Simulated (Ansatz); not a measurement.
# Grüneisen parameters and expansion of KF (Carobbiite, Fm-3m), part 4 of 5

Which modes of KF (Carobbiite) drive its thermal expansion?

What experiment has found for this phase:
- volume expansion coefficient 104.4 1e-6/K and heat capacity C_P per formula unit 49 J/mol/K near room temperature (given in “High-Throughput Prediction of Finite-Temperature Properties using the Quasi-Harmonic Approximation”, 2016, arXiv:1603.06924)
- volume expansion coefficient 95.1 1e-6/K near room temperature (given in “Descriptors for thermal expansion in solids”, 2017, arXiv:1701.03966)

Ansatz 0.2.0; DFT LDA, scalar-relativistic, plane waves, PAW.

So far, highest frequency (cm⁻¹): step 6 (lattice dynamics at this volume, V/V0 1) 339.

**9. Single point at a scaled cell, V/V0 0.985**

Symmetry fixes every atom, so a single point at the scaled cell gives the energy and pressure of this member.

The cell differs from the one that the last finished run ended in (a 3.668 → 3.632 Å, b 3.668 → 3.632 Å, c 3.668 → 3.632 Å).

Input file input.yaml:

```yaml
crystal:
  lattice:
    - [0.0, 2.568099638, 2.568099638]
    - [2.568099638, 0.0, 2.568099638]
    - [2.568099638, 2.568099638, 0.0]
  atoms:
    - { symbol: K, position: [0.0, 0.0, 0.0] }
    - { symbol: F, position: [0.5, 0.5, 0.5] }
kpoints:
  mp_grid: { grid: [8, 8, 8] }
hamiltonian:
  xc: lda
scf:
  occupations: { method: fixed }
output:
  forces: true
  stress: true
  eigenvalues: true
```

The run is started by

```bash
> ansatz run input.yaml --threads 4 --pin off --max-ram 8192MiB --backend cpu --events-out ev --progress --plain --runs-dir out
```

Numbers of over 12 decimals in the logs are rounded to 6 here.

The program printed:

```text
[...]
Crystal: 2 atoms, lattice volume = 33.874 Å³
Basis set: ecut = 420 eV, 645 PW (Γ)
Bands: 12, of which v1, the nominal top of the filled ones, is band 8 counted from 1 (7 counted from 0)
Symmetry: 48 space group operations
[...]
k-points: 29 of 512
[...]
--- Band table (eV; the first three rows and the last of 29) ---
  k-point 0: bands = [... 4 lower, -6.8018, 1.8987, 1.8987, 1.8987, 8.3550, 12.7326, 12.7326, 12.7326]
  k-point 1: bands = [... 4 lower, -6.8085, 1.7205, 1.8246, 1.8246, 8.8426, 12.4442, 12.9738, 12.9738]
  k-point 2: bands = [... 4 lower, -6.8243, 1.3490, 1.6508, 1.6508, 10.0121, 12.1031, 13.5819, 13.5819]
  k-point 28: bands = [... 4 lower, -6.9074, 1.3685, 1.7901, 1.7901, 11.7425, 11.7425, 13.6524, 15.9943]
[key lines of the parts left out:]
SCF converged after 6 iterations
Free energy (F): -2292.777649 eV
Fermi energy:    1.898696 eV
P = ⅓ Tr σ = 0.6853 GPa (6.853 kbar)
```

The job ended after 0.33 s (4 threads of Arm Neoverse V1, shared host; peak memory 0.21 GiB).

The run ends at a pressure of 0.69 GPa.

**10. Phonons, V/V0 0.985**

The same q-mesh and k-mesh are kept at every volume, so that much of their error can cancel in the differences.

input.yaml, the sections that differ from step 9:

```yaml
output:
  eigenvalues: true
phonons:
  method: dfpt
  dielectric: true
  rigid_motions: translations
  qmesh: [4, 4, 4]
  temperatures: { t_max: 1000, t_step: 50 }
  qpath:
    path:
      - [[0.0, 0.0, 0.0], [0.5, 0.0, 0.5], [0.625, 0.25, 0.625]]
      - [[0.375, 0.375, 0.75], [0.0, 0.0, 0.0], [0.5, 0.5, 0.5], [0.5, 0.25, 0.75], [0.5, 0.0, 0.5]]
    npoints: 10
# crystal, kpoints, hamiltonian, scf: as in step 9
```

The program printed:

```text
[...]
Crystal: 2 atoms, lattice volume = 33.874 Å³
Basis set: ecut = 420 eV, 645 PW (Γ), exchange–correlation on 50×50×50 points (8 copies of the dense FFT grid, shifted against one another)
Bands: 12, of which v1, the nominal top of the filled ones, is band 8 counted from 1 (7 counted from 0)
Symmetry: 48 space group operations
k-points: 59 of 512 (irreducible under 8 space group operations, time reversal used)
[...]
optical modes at Γ + LO–TO along q̂ = [0.0000, 1.0000, 0.0000]:
      ω (cm⁻¹)  modes    IR ((D/Å)²/amu)
        218.42      2             4.7915
        345.33      1             2.3958
  optical modes at Γ + LO–TO along q̂ = [0.0000, 0.0000, 1.0000]:
      ω (cm⁻¹)  modes    IR ((D/Å)²/amu)
        218.42      2             4.7915
        345.33      1             2.3958
--- Phonons (arbitrary-q DFPT): 8 irreducible q on the 4×4×4 mesh ---
[...]
interpolated dispersion: 63 rows × 6 modes
[...]
[key lines of the parts left out:]
SCF converged after 8 iterations
Free energy (F): -2292.777649 eV
Fermi energy:    1.898866 eV
```

Wall time 46 s (4 threads); peak memory 0.69 GiB; 3 min of CPU time.

No mode is imaginary beyond numerical noise at the solved wavevectors. The highest zone-centre mode (no LO–TO term) moved by +3.7 % for a volume change of -1.5 %.

**11. A cell at another volume, V/V0 1.03**

Symmetry fixes every atom, so a single point at the scaled cell gives the energy and pressure of this member.

The cell differs from the one that the last finished run ended in (a 3.632 → 3.686 Å, b 3.632 → 3.686 Å, c 3.632 → 3.686 Å).

input.yaml, the sections that differ from step 10:

```yaml
crystal:
  lattice:
    - [0.0, 2.6066268694, 2.6066268694]
    - [2.6066268694, 0.0, 2.6066268694]
    - [2.6066268694, 2.6066268694, 0.0]
  atoms:
    - { symbol: K, position: [0.0, 0.0, 0.0] }
    - { symbol: F, position: [0.5, 0.5, 0.5] }
output:
  forces: true
  stress: true
  eigenvalues: true
# kpoints, hamiltonian, scf: as in step 10
# phonons: removed
```

The program printed:

```text
[...]
Crystal: 2 atoms, lattice volume = 35.421 Å³
Basis set: ecut = 420 eV, 701 PW (Γ)
Bands: 12, of which v1, the nominal top of the filled ones, is band 8 counted from 1 (7 counted from 0)
Symmetry: 48 space group operations
[...]
k-points: 29 of 512
[...]
--- Band table (eV; the first three rows and the last of 29) ---
  k-point 0: bands = [... 4 lower, -7.3023, 1.5460, 1.5460, 1.5460, 7.7472, 12.2697, 12.2697, 12.2697]
  k-point 1: bands = [... 4 lower, -7.3087, 1.3789, 1.4794, 1.4794, 8.2171, 11.9831, 12.4999, 12.4999]
  k-point 2: bands = [... 4 lower, -7.3238, 1.0287, 1.3236, 1.3236, 9.3589, 11.6193, 13.0770, 13.0770]
  k-point 28: bands = [... 4 lower, -7.4034, 1.0589, 1.4117, 1.4117, 11.2468, 11.2468, 13.0377, 15.3144]
[key lines of the parts left out:]
SCF converged after 6 iterations
Free energy (F): -2292.774880 eV
Fermi energy:    1.545996 eV
P = ⅓ Tr σ = -1.2004 GPa (-12.004 kbar)
```

It took 0.35 s on 4 threads; peak memory 0.23 GiB.

The run ends at a pressure of -1.20 GPa.

**12. Lattice dynamics at this volume, V/V0 1.03**

Phonons at this volume give one point of F(V, T); meshes stay fixed along the series.

input.yaml, the sections that differ from step 11:

```yaml
output:
  eigenvalues: true
phonons:
  method: dfpt
  dielectric: true
  rigid_motions: translations
  qmesh: [4, 4, 4]
  temperatures: { t_max: 1000, t_step: 50 }
  qpath:
    path:
      - [[0.0, 0.0, 0.0], [0.5, 0.0, 0.5], [0.625, 0.25, 0.625]]
      - [[0.375, 0.375, 0.75], [0.0, 0.0, 0.0], [0.5, 0.5, 0.5], [0.5, 0.25, 0.75], [0.5, 0.0, 0.5]]
    npoints: 10
# crystal, kpoints, hamiltonian, scf: as in step 11
```

The program printed:

```text
[...]
Crystal: 2 atoms, lattice volume = 35.421 Å³
Basis set: ecut = 420 eV, 701 PW (Γ), exchange–correlation on 50×50×50 points (8 copies of the dense FFT grid, shifted against one another)
Bands: 12, of which v1, the nominal top of the filled ones, is band 8 counted from 1 (7 counted from 0)
Symmetry: 48 space group operations
k-points: 59 of 512 (irreducible under 8 space group operations, time reversal used)
[...]
optical modes at Γ + LO–TO along q̂ = [0.0000, 1.0000, 0.0000]:
      ω (cm⁻¹)  modes    IR ((D/Å)²/amu)
        195.47      2             4.7338
        326.90      1             2.3669
  optical modes at Γ + LO–TO along q̂ = [0.0000, 0.0000, 1.0000]:
      ω (cm⁻¹)  modes    IR ((D/Å)²/amu)
        195.47      2             4.7338
        326.90      1             2.3669
--- Phonons (arbitrary-q DFPT): 8 irreducible q on the 4×4×4 mesh ---
[...]
interpolated dispersion: 63 rows × 6 modes
[...]
[key lines of the parts left out:]
SCF converged after 8 iterations
Free energy (F): -2292.774879 eV
Fermi energy:    1.546147 eV
```

Elapsed: 49 s, on 4 threads; peak memory 0.69 GiB.

LO-TO term included. Phonon branches along the path, in cm⁻¹:

```
    point  branch 1  branch 2  branch 3  branch 4  branch 5  branch 6
        Γ         0         0         0       196       196       327
  halfway        65        65       149       199       199       270
        X        90        90       171       201       201       212
  halfway        96       110       167       199       206       211
        U       109       148       154       193       209       216
jump to K       109       148       154       193       209       216
  halfway        81       104       142       182       202       287
        Γ         0         0         0       196       196       327
  halfway        81        81       122       190       190       306
        L       120       120       181       181       202       265
  halfway       121       133       175       188       200       240
        W       138       138       143       203       207       207
  halfway       107       118       162       203       203       210
        X        90        90       171       201       201       212
```

The phonon branches as a text plot (rows in cm⁻¹):

```
    320 |***                        ********
    306 |   *                    ***        *
    293 |    **                 *            **
    279 |                                      *
    266 |      *               *                ****
    252 |       *            **                     **
    238 |                   *                         **
    225 |        *         *                            *
    211 |         ***********                            ********
    198 |******************  ***************    *****************
    184 |        ***       *********        ************
    170 |       *   ****   ****               *       **      ***
    157 |               ***    *                        *   **
    143 |      *         ***    *            *          ****
    129 |    **         *   *                      ******* ***
    116 |              *  ****** *          *  ********     ***
    102 |   *          ***     **          *  *               **
     89 |         *****          ***         *                 **
     75 |       **              *         * *
     61 |  * ***                 ****      *
     48 |   *                     ***    **
     34 | **                        **   *
     20 | *                          *  *
      7 |*                            **
         Γ           X  U|K            Γ         L        W     X
```

No mode is imaginary beyond numerical noise at the solved wavevectors. The highest zone-centre mode (no LO–TO term) moved by -7.2 % for a volume change of +3.0 %.

**13. A cell at another volume, V/V0 0.97**

Symmetry fixes every atom, so a single point at the scaled cell gives the energy and pressure of this member.

The cell differs from the one that the last finished run ended in (a 3.686 → 3.613 Å, b 3.686 → 3.613 Å, c 3.686 → 3.613 Å).

input.yaml, the sections that differ from step 12:

```yaml
crystal:
  lattice:
    - [0.0, 2.5549968609, 2.5549968609]
    - [2.5549968609, 0.0, 2.5549968609]
    - [2.5549968609, 2.5549968609, 0.0]
  atoms:
    - { symbol: K, position: [0.0, 0.0, 0.0] }
    - { symbol: F, position: [0.5, 0.5, 0.5] }
output:
  forces: true
  stress: true
  eigenvalues: true
# kpoints, hamiltonian, scf: as in step 12
# phonons: removed
```

The program printed:

```text
[...]
Crystal: 2 atoms, lattice volume = 33.358 Å³
Basis set: ecut = 420 eV, 645 PW (Γ)
Bands: 12, of which v1, the nominal top of the filled ones, is band 8 counted from 1 (7 counted from 0)
Symmetry: 48 space group operations
[...]
k-points: 29 of 512
[...]
--- Band table (eV; the first three rows and the last of 29) ---
  k-point 0: bands = [... 4 lower, -6.6256, 2.0245, 2.0245, 2.0245, 8.5723, 12.8954, 12.8954, 12.8954]
  k-point 1: bands = [... 4 lower, -6.6324, 1.8428, 1.9478, 1.9478, 9.0661, 12.6065, 13.1406, 13.1406]
  k-point 2: bands = [... 4 lower, -6.6484, 1.4637, 1.7673, 1.7673, 10.2443, 12.2743, 13.7597, 13.7597]
  k-point 28: bands = [... 4 lower, -6.7325, 1.4800, 1.9273, 1.9273, 11.9171, 11.9171, 13.8697, 16.2327]
[key lines of the parts left out:]
SCF converged after 6 iterations
Free energy (F): -2292.774274 eV
Fermi energy:    2.024499 eV
P = ⅓ Tr σ = 1.4361 GPa (14.361 kbar)
```

It took 0.33 s on 4 threads; peak memory 0.21 GiB; 0.86 s of CPU time.

The run ends at a pressure of 1.44 GPa.

**14. Phonons, V/V0 0.97**

The same q-mesh and k-mesh are kept at every volume, so that much of their error can cancel in the differences.

input.yaml, the sections that differ from step 13:

```yaml
output:
  eigenvalues: true
phonons:
  method: dfpt
  dielectric: true
  rigid_motions: translations
  qmesh: [4, 4, 4]
  temperatures: { t_max: 1000, t_step: 50 }
  qpath:
    path:
      - [[0.0, 0.0, 0.0], [0.5, 0.0, 0.5], [0.625, 0.25, 0.625]]
      - [[0.375, 0.375, 0.75], [0.0, 0.0, 0.0], [0.5, 0.5, 0.5], [0.5, 0.25, 0.75], [0.5, 0.0, 0.5]]
    npoints: 10
# crystal, kpoints, hamiltonian, scf: as in step 13
```

The program printed:

```text
[...]
Crystal: 2 atoms, lattice volume = 33.358 Å³
Basis set: ecut = 420 eV, 645 PW (Γ), exchange–correlation on 50×50×50 points (8 copies of the dense FFT grid, shifted against one another)
Bands: 12, of which v1, the nominal top of the filled ones, is band 8 counted from 1 (7 counted from 0)
Symmetry: 48 space group operations
k-points: 59 of 512 (irreducible under 8 space group operations, time reversal used)
[...]
optical modes at Γ + LO–TO along q̂ = [0.0000, 1.0000, 0.0000]:
      ω (cm⁻¹)  modes    IR ((D/Å)²/amu)
        226.41      2             4.8136
        351.92      1             2.4068
  optical modes at Γ + LO–TO along q̂ = [0.0000, 0.0000, 1.0000]:
      ω (cm⁻¹)  modes    IR ((D/Å)²/amu)
        226.41      2             4.8136
        351.92      1             2.4068
--- Phonons (arbitrary-q DFPT): 8 irreducible q on the 4×4×4 mesh ---
[...]
interpolated dispersion: 63 rows × 6 modes
[...]
[key lines of the parts left out:]
SCF converged after 8 iterations
Free energy (F): -2292.774273 eV
Fermi energy:    2.024653 eV
```

Wall time 45 s (4 threads); peak memory 0.68 GiB; 2.9 min of CPU time.

LO-TO term included. The phonon branches at the labelled points (cm⁻¹):

```
    point  branch 1  branch 2  branch 3  branch 4  branch 5  branch 6
        Γ         0         0         0       226       226       352
  halfway        60        60       173       231       231       286
        X        83        83       167       235       235       246
  halfway        92       108       163       232       239       245
        U       113       149       154       224       243       245
jump to K       113       149       154       224       243       245
  halfway        77       121       159       208       234       308
        Γ         0         0         0       226       226       352
  halfway        92        92       132       219       219       330
        L       138       138       207       207       218       286
  halfway       132       141       185       216       232       263
        W       132       132       160       227       241       241
  halfway       100       124       158       233       237       244
        X        83        83       167       235       235       246
```

The phonon branches as a text plot (rows in cm⁻¹):

```
    345 |***                        ********
    330 |   *                    ***        *
    315 |    **                 *            **
    301 |                                      *
    286 |      *               *                ****
    271 |                    **                     **
    257 |       *           *                         ***
    242 |        ***************                       **********
    227 |***********  *****     ************       **** *******
    213 |                  *********        ************
    198 |       **          ***                *   ***
    183 |         **       *   *              *       **
    169 |      *    ****                                **     **
    154 |    **         ***     *            *            *****
    139 |                * ***** *          *   **************
    125 |               *  **   *             **       **  *
    110 |   *          * **  **   **       * *              ***
     95 |              **      * *          *                 **
     81 |  *     ******         * **      **                   **
     66 |      **                *  *
     51 |    **                   ***    **
     37 | * *                       **   *
     22 |  *                         *  *
      7 |**                           **
         Γ           X  U|K            Γ         L        W     X
```

No mode is imaginary beyond numerical noise at the solved wavevectors. The highest zone-centre mode (no LO–TO term) moved by +7.5 % for a volume change of -3.0 %.

**15. Single point at a scaled cell, V/V0 1.05**

Symmetry fixes every atom, so a single point at the scaled cell gives the energy and pressure of this member.

The cell differs from the one that the last finished run ended in (a 3.613 → 3.710 Å, b 3.613 → 3.710 Å, c 3.613 → 3.710 Å).

input.yaml, the sections that differ from step 14:

```yaml
crystal:
  lattice:
    - [0.0, 2.6233902039, 2.6233902039]
    - [2.6233902039, 0.0, 2.6233902039]
    - [2.6233902039, 2.6233902039, 0.0]
  atoms:
    - { symbol: K, position: [0.0, 0.0, 0.0] }
    - { symbol: F, position: [0.5, 0.5, 0.5] }
output:
  forces: true
  stress: true
  eigenvalues: true
  write_density: true
  write_potential: true
  elf: true
  volumetric_format: npy
# kpoints, hamiltonian, scf: as in step 14
# phonons: removed
```

The program printed:

```text
[...]
Crystal: 2 atoms, lattice volume = 36.109 Å³
Basis set: ecut = 420 eV, 725 PW (Γ)
Bands: 12, of which v1, the nominal top of the filled ones, is band 8 counted from 1 (7 counted from 0)
Symmetry: 48 space group operations
[...]
k-points: 29 of 512
[...]
--- Band table (eV; the first three rows and the last of 29) ---
  k-point 0: bands = [... 4 lower, -7.5122, 1.4004, 1.4004, 1.4004, 7.4965, 12.0754, 12.0754, 12.0754]
  k-point 1: bands = [... 4 lower, -7.5184, 1.2384, 1.3373, 1.3373, 7.9589, 11.7897, 12.3011, 12.3011]
  k-point 2: bands = [... 4 lower, -7.5333, 0.8971, 1.1885, 1.1885, 9.0881, 11.4174, 12.8653, 12.8653]
  k-point 28: bands = [... 4 lower, -7.6110, 0.9311, 1.2573, 1.2573, 11.0391, 11.0391, 12.7809, 15.0271]
[key lines of the parts left out:]
SCF converged after 6 iterations
Free energy (F): -2292.768137 eV
Fermi energy:    1.400373 eV
P = ⅓ Tr σ = -1.8881 GPa (-18.881 kbar)
```

It took 0.45 s on 4 threads; peak memory 0.23 GiB; 1.3 s of CPU time.

The run ends at a pressure of -1.89 GPa.

[end of part 4 of 5]

[Logs are printed without paths, hosts, clocks, repeated set-up lines and the standing remarks that a program may print on its own settings, such as how far it seeks lower states.]

[Hosts, paths, dates, database ids (printed as entryN), source tags and the programs' standing remarks are cut or masked in the printed files.]

[A step with changed settings may run another functional than the one named; its input shows which.]


